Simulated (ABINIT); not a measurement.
# AlN (F-43m): G0W0 in ABINIT against the screening cutoff in the self-energy

How does the gap of AlN (F-43m) converge in the screening cutoff in the self-energy?

Program: ABINIT 10.8.3. Level of theory: PBE and many-body steps on it, plane waves. Results are calculated unless marked as measured.

## (1) Set-up

It takes space group F-43m (No. 216, cubic). Conventional cell: a = 4.368 Å, b = 4.368 Å, c = 4.368 Å, α = 90.00°, β = 90.00°, γ = 90.00°. Al has 4 N at 1.89 Å nearest. Nearest to N lie 4 Al at 1.89 Å. Farther neighbours and most contacts between anions are not listed.

As a file:

```cif
data_structure
_symmetry_space_group_name_H-M 'P 1'
_symmetry_Int_Tables_number 1
_cell_length_a 3.0886
_cell_length_b 3.0886
_cell_length_c 3.0886
_cell_angle_alpha 60.000
_cell_angle_beta 60.000
_cell_angle_gamma 60.000
_cell_volume 20.83
loop_
_atom_site_label
_atom_site_type_symbol
_atom_site_fract_x
_atom_site_fract_y
_atom_site_fract_z
_atom_site_occupancy
Al1 Al 0.00000 0.00000 0.00000 1
N2 N 0.75000 0.75000 0.75000 1
```

The cell and positions are those that the Materials Project relaxed with its own functionals (PBE, PBE+U or r2SCAN), kept fixed. This is not the form that AlN usually takes at ambient conditions.

## (2) Screening, 6×6×6 mesh, 382 bands, screening to 435.4 eV

This step: ABINIT 10.8.3; RPA screening on PBE, plane waves, norm-conserving pseudopotentials.

The RPA dielectric matrix is built and inverted for each q.

Contents of run.abi:

```
acell 3*1.0 Angstrom
rprim 
  -0.000000000000 2.183993559600 2.183993559600
  2.183993559600 -0.000000000000 2.183993559600
  2.183993559600 2.183993559600 -0.000000000000
ntypat 2
znucl 13 7
natom 2
typat 1 2
xred 
  0.000000000000 0.000000000000 0.000000000000
  0.750000000000 0.750000000000 0.750000000000
pp_dirpath "pseudos"
pseudos "Al.upf, N.upf"
ecut 36
ngkpt 6 6 6
nshiftk 1
shiftk 0 0 0
kptopt 1
chksymbreak 0
istwfk *1
occopt 1
irdwfk 1
optdriver 3
nband 382
ecuteps 16
inclvkb 2
awtr 1
symchi 1
indata_prefix "in"
outdata_prefix "out"
tmpdata_prefix "tmp"
```

Run with:

```sh
> OMP_NUM_THREADS=1 mpirun -n 8 abinit run.abi > log
```

The log of the run:

```text
.Version 10.8.3 of ABINIT. v10.8.2 released Aug 2026.

 Symmetries : space group F-4 3 m (#216); Bravais cF (face-center cubic)
[... echo of the input left out ...]
== DATASET  1 ==================================================================
-   mpi_nproc: 8, omp_nthreads: 1 (-1 if OMP is not activated)

--- !DatasetInfo
iteration_state: {dtset: 1, }
dimensions: {natom: 2, nkpt: 16, mband: 382, nsppol: 1, nspinor: 1, nspden: 1, mpw: 1464, }
cutoff_energies: {ecut:  36.0, pawecutdg:  -1.0, }
electrons: {nelect:   8.00000000E+00, charge:   0.00000000E+00, occopt:   1.00000000E+00, tsmear:   1.00000000E-02, }

 SCREENING: Calculation of the susceptibility and dielectric matrices

 Based on a program developped by R.W. Godby, V. Olevano, G. Onida, and L. Reining.
 Incorporated in ABINIT by V. Olevano, G.-M. Rignanese, and M. Torrent.
.Using double precision arithmetic ; gwpc =  8

[... cell and pseudopotentials left out ...]
--------------------------------------------------------------------------------

 ==== K-mesh for the wavefunctions ====
 Number of points in the irreducible wedge :    16
[... list of points left out ...]
 Together with 24 symmetry operations and time-reversal symmetry
 yields   216 points in the full Brillouin Zone.

 ==== Q-mesh for the screening function ====
 Number of points in the irreducible wedge :    16
[... list of points left out ...]
 Together with 24 symmetry operations and time-reversal symmetry
 yields   216 points in the full Brillouin Zone.

 setmesh: FFT mesh size selected  =    25x   25x   25
          total number of points  =        15625

 vcoul_init : cutoff-mode = AUXILIARY_FUNCTION
 q-points for optical limit:   1
     1)      0.000010    0.000020    0.000030

- screening: taking advantage of time-reversal symmetry
- Maximum band index for partially occupied states nbvw = 4
- Remaining bands to be divided among processors   nbcw = 378
- Number of bands treated by each node ~47

 Number of electrons calculated from density =    8.0000; Expected =    8.0000
 average of density, n =  0.056900
 r_s =    1.6129
 omega_plasma =   23.0097 [eV]

 calculating chi0 at frequencies [eV] :
  1    0.000000E+00    0.000000E+00
  2    0.000000E+00    2.300966E+01

--------------------------------------------------------------------------------
  q-point number  1        q = ( 0.000000, 0.000000, 0.000000) [r.l.u.]
--------------------------------------------------------------------------------
[... chi0 elements left out ...]
 For q-point:  0.000010 0.000020 0.000030
  dielectric constant =   4.3476
  dielectric constant without local fields =   4.7916

  Average fulfillment of the sum rule on Im[epsilon] for q-point    1 :     98.93  [%]
[... wings left out ...]
  q-point number  2        q = ( 0.166667, 0.000000, 0.000000) [r.l.u.]
--------------------------------------------------------------------------------
[... chi0 elements left out ...]
  Average fulfillment of the sum rule on Im[epsilon] for q-point    2 :    100.01  [%]

 [... 14 further q-points ...]
```

It took 50 s on 8 MPI ranks of AMD EPYC 9R45, shared host; peak memory 3.3 GiB.

This step gave:

| Item | Value |
| --- | --- |
| ε∞ with local fields, on this mesh, along the program's q direction | 4.348 |
| the same without local fields | 4.792 |
| plasma frequency | 23.01 eV |
| plane waves in the screening matrix | 411 |

Local fields lower ε∞ by 9 %.

## (3) 1.6 Ha

This step: G0W0 on PBE, plane waves, norm-conserving pseudopotentials.

Edit run.abi of step 2 so:

```diff
@@ -23,8 +23,17 @@
 irdwfk 1
-optdriver 3
+optdriver 4
 nband 382
-ecuteps 16
-inclvkb 2
-awtr 1
-symchi 1
+gwcalctyp 0
+ecutsigx 36
+symsigma 1
+nkptgw 2
+kptgw 
+  0.0000000000 0.0000000000 0.0000000000
+  0.5000000000 0.5000000000 0.0000000000
+bdgw 
+  2 8
+  3 6
+ecuteps 1.6
+irdscr 1
+ppmodel 1
 indata_prefix "in"
```

The log of the run:

```text
.Version 10.8.3 of ABINIT. v10.8.2 released Aug 2026.

 Symmetries : space group F-4 3 m (#216); Bravais cF (face-center cubic)
[... echo of the input left out ...]
== DATASET  1 ==================================================================
-   mpi_nproc: 8, omp_nthreads: 1 (-1 if OMP is not activated)

--- !DatasetInfo
iteration_state: {dtset: 1, }
dimensions: {natom: 2, nkpt: 16, mband: 382, nsppol: 1, nspinor: 1, nspden: 1, mpw: 1464, }
cutoff_energies: {ecut:  36.0, pawecutdg:  -1.0, }
electrons: {nelect:   8.00000000E+00, charge:   0.00000000E+00, occopt:   1.00000000E+00, tsmear:   1.00000000E-02, }

 SIGMA: Calculation of the GW corrections

 Based on a program developped by R.W. Godby, V. Olevano, G. Onida, and L. Reining.
 Incorporated in ABINIT by V. Olevano, G.-M. Rignanese, and M. Torrent.
.Using double precision arithmetic ; gwpc =  8

[... cell and pseudopotentials left out ...]
--------------------------------------------------------------------------------

 ==== K-mesh for the wavefunctions ====
 Number of points in the irreducible wedge :    16
[... list of points left out ...]
 Together with 24 symmetry operations and time-reversal symmetry
 yields   216 points in the full Brillouin Zone.

 ==== Q-mesh for screening function ====
 Number of points in the irreducible wedge :    16
[... list of points left out ...]
 Together with 24 symmetry operations and time-reversal symmetry
 yields   216 points in the full Brillouin Zone.

 vcoul_init : cutoff-mode = AUXILIARY_FUNCTION
 q-points for optical limit:   1
     1)      0.000010    0.000020    0.000030
 setmesh: FFT mesh size selected  =    32x   32x   32
          total number of points  =        32768

 Number of electrons calculated from density =    8.0000; Expected =    8.0000
 average of density, n =  0.056900
 r_s =    1.6129
 omega_plasma =   23.0097 [eV]

 === KS Band Gaps ===
  >>>> For spin  1
   Minimum direct gap =   4.1921 [eV], located at k-point      :   0.0000  0.0000  0.0000
   Fundamental gap    =   3.3248 [eV], Top of valence bands at :   0.0000  0.0000  0.0000
                                       Bottom of conduction at :   0.5000  0.5000  0.0000
 SIGMA fundamental parameters:
 PLASMON POLE MODEL  1
 number of plane-waves for SigmaX                 1459
 number of plane-waves for SigmaC and W             15
 number of plane-waves for wavefunctions          1459
 number of bands                                   382
 number of independent spin polarizations            1
 number of spinorial components                      1
 number of k-points in IBZ                          16
 number of q-points in IBZ                          16
 number of symmetry operations                      24
 number of k-points in BZ                          216
 number of q-points in BZ                          216
 number of frequencies for dSigma/dE                 9
 frequency step for dSigma/dE [eV]                0.25
 number of omega for Sigma on real axis              0
 max omega for Sigma on real axis  [eV]           0.00
 zcut for avoiding poles [eV]                     0.10

 EPSILON^-1 parameters (SCR file):
 dimension of the eps^-1 matrix on file            411
 dimension of the eps^-1 matrix used                15
 number of plane-waves for wavefunctions          1459
 number of bands                                   382
 number of q-points in IBZ                          16
 number of frequencies                               2
 number of real frequencies                          1
 number of imag frequencies                          1

 matrix elements of self-energy operator (all in [eV])

 Perturbative Calculation

--- !SelfEnergy_ee
iteration_state: {dtset: 1, }
kpoint     : [   0.000,    0.000,    0.000, ]
spin       : 1
KS_gap     :    4.192
QP_gap     :    5.256
Delta_QP_KS:    1.064
data: !SigmaeeData |
     Band     E0 <VxcDFT>   SigX SigC(E0)      Z dSigC/dE  Sig(E)    E-E0       E
        2   5.159 -16.959 -20.996   3.367   0.809  -0.236 -17.501  -0.541   4.617
        3   5.159 -16.959 -20.996   3.367   0.809  -0.236 -17.501  -0.541   4.617
        4   5.159 -16.959 -20.996   3.367   0.809  -0.236 -17.501  -0.541   4.617
        5   9.351 -12.531  -8.056  -3.848   0.832  -0.202 -12.009   0.522   9.873
        6  17.748  -9.892  -4.092  -4.805   0.821  -0.219  -9.075   0.816  18.564
        7  17.748  -9.892  -4.092  -4.805   0.821  -0.219  -9.075   0.816  18.564
        8  17.748  -9.892  -4.092  -4.805   0.821  -0.219  -9.075   0.816  18.564

--- !SelfEnergy_ee
iteration_state: {dtset: 1, }
kpoint     : [   0.500,    0.500,    0.000, ]
spin       : 1
KS_gap     :    5.100
QP_gap     :    6.436
Delta_QP_KS:    1.336
data: !SigmaeeData |
     Band     E0 <VxcDFT>   SigX SigC(E0)      Z dSigC/dE  Sig(E)    E-E0       E
        3   3.383 -15.432 -20.146   3.580   0.802  -0.247 -16.341  -0.909   2.474
        4   3.383 -15.432 -20.146   3.580   0.802  -0.247 -16.341  -0.909   2.474
        5   8.483  -9.206  -5.016  -3.681   0.839  -0.191  -8.778   0.427   8.911
        6  13.810  -9.461  -4.383  -4.189   0.842  -0.188  -8.713   0.748  14.558

== END DATASET(S) ==============================================================
================================================================================

 -outvars: echo values of variables after computation  --------
           etotal      0.0000000000E+00
            nband         382
             nkpt          16
          spgroup         216
 [... the other variables as echoed above ...]

 Calculation completed.
```

It took 2.2 s on 8 MPI ranks; peak memory 0.19 GiB; 16 s of CPU time.

This step gave:

| Quantity | Value |
| --- | --- |
| G0W0 gap on the points computed | 4.294 eV |
| starting gap on the mesh | 3.325 eV |
| k of the valence top | 0, 0, 0 |
| k of the conduction bottom | 0.5, 0.5, 0 |
| Z at the valence top | 0.809 |
| Z at the conduction bottom | 0.839 |
| least direct G0W0 gap on the computed points | 5.256 eV |

## (4) 3.2 Ha

Edit run.abi of step 3 so:

```diff
@@ -35,3 +35,3 @@
   3 6
-ecuteps 1.6
+ecuteps 3.2
 irdscr 1
```

The log of the run:

```text
.Version 10.8.3 of ABINIT. v10.8.2 released Aug 2026.

 Symmetries : space group F-4 3 m (#216); Bravais cF (face-center cubic)
[... echo of the input left out ...]
== DATASET  1 ==================================================================
-   mpi_nproc: 8, omp_nthreads: 1 (-1 if OMP is not activated)

--- !DatasetInfo
iteration_state: {dtset: 1, }
dimensions: {natom: 2, nkpt: 16, mband: 382, nsppol: 1, nspinor: 1, nspden: 1, mpw: 1464, }
cutoff_energies: {ecut:  36.0, pawecutdg:  -1.0, }
electrons: {nelect:   8.00000000E+00, charge:   0.00000000E+00, occopt:   1.00000000E+00, tsmear:   1.00000000E-02, }

 SIGMA: Calculation of the GW corrections

 Based on a program developped by R.W. Godby, V. Olevano, G. Onida, and L. Reining.
 Incorporated in ABINIT by V. Olevano, G.-M. Rignanese, and M. Torrent.
.Using double precision arithmetic ; gwpc =  8

[... cell and pseudopotentials left out ...]
--------------------------------------------------------------------------------

 ==== K-mesh for the wavefunctions ====
 Number of points in the irreducible wedge :    16
[... list of points left out ...]
 Together with 24 symmetry operations and time-reversal symmetry
 yields   216 points in the full Brillouin Zone.

 ==== Q-mesh for screening function ====
 Number of points in the irreducible wedge :    16
[... list of points left out ...]
 Together with 24 symmetry operations and time-reversal symmetry
 yields   216 points in the full Brillouin Zone.

 vcoul_init : cutoff-mode = AUXILIARY_FUNCTION
 q-points for optical limit:   1
     1)      0.000010    0.000020    0.000030
 setmesh: FFT mesh size selected  =    32x   32x   32
          total number of points  =        32768

 Number of electrons calculated from density =    8.0000; Expected =    8.0000
[...]
number of omega for Sigma on real axis              0
 max omega for Sigma on real axis  [eV]           0.00
 zcut for avoiding poles [eV]                     0.10

 EPSILON^-1 parameters (SCR file):
 dimension of the eps^-1 matrix on file            411
 dimension of the eps^-1 matrix used                51
 number of plane-waves for wavefunctions          1459
 number of bands                                   382
 number of q-points in IBZ                          16
 number of frequencies                               2
 number of real frequencies                          1
 number of imag frequencies                          1

 matrix elements of self-energy operator (all in [eV])

 Perturbative Calculation

--- !SelfEnergy_ee
iteration_state: {dtset: 1, }
kpoint     : [   0.000,    0.000,    0.000, ]
spin       : 1
KS_gap     :    4.192
QP_gap     :    5.470
Delta_QP_KS:    1.278
data: !SigmaeeData |
     Band     E0 <VxcDFT>   SigX SigC(E0)      Z dSigC/dE  Sig(E)    E-E0       E
        2   5.159 -16.959 -20.996   3.113   0.792  -0.263 -17.691  -0.731   4.427
        3   5.159 -16.959 -20.996   3.113   0.792  -0.263 -17.691  -0.731   4.427
        4   5.159 -16.959 -20.996   3.113   0.792  -0.263 -17.691  -0.731   4.427
[...]
--- !SelfEnergy_ee
iteration_state: {dtset: 1, }
kpoint     : [   0.500,    0.500,    0.000, ]
spin       : 1
KS_gap     :    5.100
QP_gap     :    6.490
Delta_QP_KS:    1.390
data: !SigmaeeData |
     Band     E0 <VxcDFT>   SigX SigC(E0)      Z dSigC/dE  Sig(E)    E-E0       E
[...]
5   8.483  -9.206  -5.016  -3.788   0.836  -0.196  -8.870   0.336   8.819
        6  13.810  -9.461  -4.383  -4.375   0.839  -0.192  -8.871   0.589  14.400

== END DATASET(S) ==============================================================
================================================================================

 -outvars: echo values of variables after computation  --------
           etotal      0.0000000000E+00
            nband         382
             nkpt          16
          spgroup         216
 [... the other variables as echoed above ...]

 Calculation completed.
```

Run time: 3.8 s. Hardware: 8 MPI ranks; peak memory 2.1 GiB.

Numbers from this step:

```yaml
g0w0_gap_on_the_points_computed: 4.392 eV
starting_gap_on_the_mesh: 3.325 eV
k_of_the_valence_top: 0, 0, 0
k_of_the_conduction_bottom: 0.5, 0.5, 0
z_at_the_valence_top: 0.792
z_at_the_conduction_bottom: 0.836
least_direct_g0w0_gap_on_the_computed_points: 5.470 eV
```

## (5) 5.6 Ha

The self-energy is evaluated for the states that the input lists, and the levels follow from it, in one-shot runs by the linearised quasiparticle equation.

Edit run.abi of step 4 so:

```diff
@@ -35,3 +35,3 @@
   3 6
-ecuteps 3.2
+ecuteps 5.6
 irdscr 1
```

The log of the run:

```text
.Version 10.8.3 of ABINIT. v10.8.2 released Aug 2026.

 Symmetries : space group F-4 3 m (#216); Bravais cF (face-center cubic)
[... echo of the input left out ...]
== DATASET  1 ==================================================================
-   mpi_nproc: 8, omp_nthreads: 1 (-1 if OMP is not activated)

--- !DatasetInfo
iteration_state: {dtset: 1, }
dimensions: {natom: 2, nkpt: 16, mband: 382, nsppol: 1, nspinor: 1, nspden: 1, mpw: 1464, }
cutoff_energies: {ecut:  36.0, pawecutdg:  -1.0, }
[...]
Band     E0 <VxcDFT>   SigX SigC(E0)      Z dSigC/dE  Sig(E)    E-E0       E
[...]
5   8.483  -9.206  -5.016  -3.802   0.836  -0.197  -8.882   0.323   8.807
        6  13.810  -9.461  -4.383  -4.412   0.838  -0.193  -8.903   0.557  14.368

== END DATASET(S) ==============================================================
================================================================================

 -outvars: echo values of variables after computation  --------
           etotal      0.0000000000E+00
            nband         382
             nkpt          16
          spgroup         216
 [... the other variables as echoed above ...]

 Calculation completed.
```

Wall time 5.3 s (8 MPI ranks); peak memory 1.8 GiB.

Numbers from this step:

- G0W0 gap on the points computed: 4.507 eV
- starting gap on the mesh: 3.325 eV
- k of the valence top: 0, 0, 0
- k of the conduction bottom: 0.5, 0.5, 0
- least direct G0W0 gap on the computed points: 5.581 eV

The gap on the mesh goes from 3.32 eV to 4.51 eV, a correction of +1.18 eV.

(Continued in part 2 of 2.)

[Paths, hosts, dates, memory and timing lines, banners, echoed tables and standing remarks are left out of the program output.]

[Logs are printed without paths, hosts, clocks, repeated set-up lines and the standing remarks that a program may print on its own settings, such as how far it seeks lower states.]

[Runs of the session that timed out or met a known fault of the program may be left out.]

[No measured gap is set beside runs whose start may be inverted or whose files or cutoffs have a known fault.]

[Hosts, paths, dates, database ids (printed as entryN), source tags and the programs' standing remarks are cut or masked in the printed files.]

[G0W0 gaps are taken among the corrected bands and points alone; a level outside them can change the order at an edge.]

[Where Ansatz stands beside ABINIT at settings called matched, ABINIT's density can come from a denser mesh and the files from another edition; pairs whose starting gaps differed by over 0.03 eV were left out, so agreement reads better than it is.]
